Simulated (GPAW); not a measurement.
# BiSb (puckered monolayer): G0W0 on several meshes in GPAW

Wanted: mesh dependence and cost of G0W0 for BiSb (puckered monolayer).

Calculated with GPAW 26.7.0; LDA and many-body steps on it, plane waves.

Report form: the programs' logs are mostly left out.

### 1. Set-up

The cell holds 4 atoms: 2 Sb and 2 Bi. Its edges and angles: a = 4.710 Å, b = 4.397 Å, c = 13.700 Å, α = 90.0°, β = 90.0°, γ = 90.0°. Vacuum lies along c.

Coordinates:

```xyz
4
Lattice="4.7098 0.0000 0.0000 0.0000 4.3972 0.0000 0.0000 0.0000 13.7000" Properties=species:S:1:pos:R:3
Sb    0.1698    0.0000    8.2307
Bi    2.1572    2.1986    8.3214
Bi    2.5526    2.1986    5.3786
Sb    4.5400    0.0000    5.4693
```

The structure was relaxed with LDA. The runs that relaxed it are not among those shown. Spin-orbit coupling is left out unless a step names it.

### 2. Empty states on the mesh, 4×4×1 mesh, 309 bands

This step: GPAW 26.7.0; DFT, LDA, plane waves, PAW.

The sums over transitions need many empty states on a uniform mesh; this step solves for them.

The input, run.py:

```python
import json
import numpy as np
from gpaw.mpi import world
from gpaw import GPAW

calc = GPAW('gs.gpw').fixed_density(kpts={'size': (4, 4, 1), 'gamma': True},
    nbands=360,
    convergence={'bands': 309},
    txt='nscf.txt')
calc.write('full.gpw', mode='all')
res = {}
kpts = calc.get_ibz_k_points()
res['kpts'] = kpts
res['eigenvalues'] = [calc.get_eigenvalues(kpt=k) for k in range(len(kpts))]
res['n_electrons'] = calc.get_number_of_electrons()

if world.rank == 0:
    with open('result.json', 'w') as f:
        json.dump(res, f, default=lambda x: x.tolist())
```

Started as:

```sh
$ mpirun -n 8 gpaw python run.py
```

Elapsed: 2.6 min, on 8 MPI ranks of Arm Neoverse V2, shared host; peak memory 1.9 GiB; 21 min of CPU time.

Numbers from this step:

```yaml
gap: 0.3008 eV
k_of_the_valence_top: 0, 0, 0
k_of_the_conduction_bottom: 0, 0, 0
least_direct_gap: 0.3008 eV
k_points_computed: 9
lowest_point_of_the_top_converged_band_above_the_valence_top: 54.7692 eV
```

On this mesh the gap is 0.301 eV.

### 3. 4×4×1

G0W0 replaces the xc potential by the self-energy, built once from these orbitals. Only a window of levels is corrected, while the sums run over the empty bands that the input names.

This step: G0W0 on LDA, plane waves, PAW.

The input, run.py:

```python
import json
import numpy as np
from gpaw.mpi import world
from gpaw.response.g0w0 import G0W0

gw = G0W0('full.gpw',
    filename='gw',
    kpts=[0],
    bands=(28, 32),
    ecut=18,
    nbands=49,
    truncation='2D',
    integrate_gamma='sphere',
    q0_correction=True,
    frequencies={'type': 'nonlinear', 'domega0': 0.15, 'omega2': 15.0},
    eta=0.1,
    nblocksmax=True)
gw.calculate()
res = {mode: {k: v for k, v in r.items() if k != 'sigma_eskwn'}
       for mode, r in gw.all_results.items()}

if world.rank == 0:
    with open('result.json', 'w') as f:
        json.dump(res, f, default=lambda x: x.tolist())
```

Started as:

```sh
$ mpirun -n 8 gpaw python run.py
```

The job ended after 17 s (8 MPI ranks; peak memory 2.7 GiB; 2.3 min of CPU time).

Numbers from this step:

| Property | Result |
| --- | --- |
| G0W0 gap on the points computed | 0.6051 eV |
| least direct G0W0 gap on the computed points | 0.6051 eV |
| Z at the valence top | 0.7056 |
| Z at the conduction bottom | 0.7187 |
| starting gap on the mesh | 0.3008 eV |
| k of the valence top | 0, 0, 0 |
| k of the conduction bottom | 0, 0, 0 |

The gap on the mesh goes from 0.30 eV to 0.61 eV, a correction of +0.30 eV.

### 4. Empty states on the mesh, 6×6×1 mesh, 59 bands

This step: DFT, LDA, plane waves, PAW.

The input, run.py:

```python
import json
import numpy as np
from gpaw.mpi import world
from gpaw import GPAW

calc = GPAW('gs.gpw').fixed_density(kpts={'size': (6, 6, 1), 'gamma': True},
    nbands=68,
    convergence={'bands': 59},
    txt='nscf.txt')
calc.write('full.gpw', mode='all')
res = {}
kpts = calc.get_ibz_k_points()
res['kpts'] = kpts
res['eigenvalues'] = [calc.get_eigenvalues(kpt=k) for k in range(len(kpts))]
res['n_electrons'] = calc.get_number_of_electrons()

if world.rank == 0:
    with open('result.json', 'w') as f:
        json.dump(res, f, default=lambda x: x.tolist())
```

Started as:

```sh
$ mpirun -n 8 gpaw python run.py
```

Elapsed: 27 s, on 8 MPI ranks; peak memory 2 GiB.

This step gave:

| Item | Value |
| --- | --- |
| gap | 0.3008 eV |
| k of the valence top | 0, 0, 0 |
| k of the conduction bottom | 0, 0, 0 |
| least direct gap | 0.3008 eV |
| k points computed | 16 |
| lowest point of the top converged band, above the valence top | 11.57 eV |

On this mesh the gap is 0.301 eV.

### 5. 6×6×1

This step: G0W0 on LDA, plane waves, PAW.

The input, run.py:

```python
import json
import numpy as np
from gpaw.mpi import world
from gpaw.response.g0w0 import G0W0

gw = G0W0('full.gpw',
    filename='gw',
    kpts=[0],
    bands=(28, 32),
    ecut=18,
    nbands=49,
    truncation='2D',
    integrate_gamma='sphere',
    q0_correction=True,
    frequencies={'type': 'nonlinear', 'domega0': 0.15, 'omega2': 15.0},
    eta=0.1,
    nblocksmax=True)
gw.calculate()
res = {mode: {k: v for k, v in r.items() if k != 'sigma_eskwn'}
       for mode, r in gw.all_results.items()}

if world.rank == 0:
    with open('result.json', 'w') as f:
        json.dump(res, f, default=lambda x: x.tolist())
```

Started as:

```sh
$ mpirun -n 8 gpaw python run.py
```

Elapsed: 45 s, on 8 MPI ranks; peak memory 3.7 GiB.

This step gave:

* G0W0 gap on the points computed: 0.5200 eV
* least direct G0W0 gap on the computed points: 0.5200 eV
* Z at the valence top: 0.7151
* Z at the conduction bottom: 0.7177
* starting gap on the mesh: 0.3008 eV
* k of the valence top: 0, 0, 0
* k of the conduction bottom: 0, 0, 0

Against G0W0 in GPAW (4×4×1 mesh, 49 bands, screening to 18 eV, full frequency, Hilbert transform), the gap moves by −0.085 eV.

### 6. Side by side

Times are wall times on 8 MPI ranks of Arm Neoverse V2, shared host, good to a factor of about two.

```csv
run,mesh,bands,screening cutoff (eV),DFT gap (eV),gap on the mesh (eV),direct (eV),time
4×4×1,4×4×1,49,18,0.301,0.605,0.605,17 s
6×6×1,6×6×1,49,18,0.301,0.520,0.520,45 s
```

### 7. Summary of results

```json
{"4×4×1": "0.605 eV", "6×6×1": "0.520 eV", "known limits": "not at the basis limit; model gap, bands may invert with spin-orbit coupling; no spin-orbit coupling"}
```

In words: 6×6×1: −0.085 eV against 4×4×1. Bands and cutoff are finite, so the gap is not at the basis limit. The miss can reach some tenths of an eV and take either sign; the mesh is an error of its own. These stock PAW sets were not made for GW. In the G0W0 runs levels were corrected at 1 k point alone, so a gap called «on the mesh» is the least over those, and an edge elsewhere would be missed. A denser mesh or path gives a starting gap of 0.22 eV: the GW mesh misses a band edge, so its gaps are not the fundamental one. Mesh or cutoff lie under what a gap needs, so these runs test behaviour and cost; their gaps are not to be quoted. Where an edge is built on 6p states of lead, bismuth or thallium, scalar-relativistic gaps usually stand too wide, by a few tenths to over one eV. With atoms this heavy and so narrow a gap, spin-orbit coupling can invert the bands. These scalar-relativistic gaps are then model values, not to be set against experiment, and a spin-orbit change taken from DFT can't simply be added.

[Paths, hosts, dates, memory and timing lines, banners, echoed tables and standing remarks are left out of the program output.]

[Logs are printed without paths, hosts, clocks, repeated set-up lines and the standing remarks that a program may print on its own settings, such as how far it seeks lower states.]

[Runs of the session that timed out or met a known fault of the program may be left out.]

[Hosts, paths, dates, database ids (printed as entryN), source tags and the programs' standing remarks are cut or masked in the printed files.]
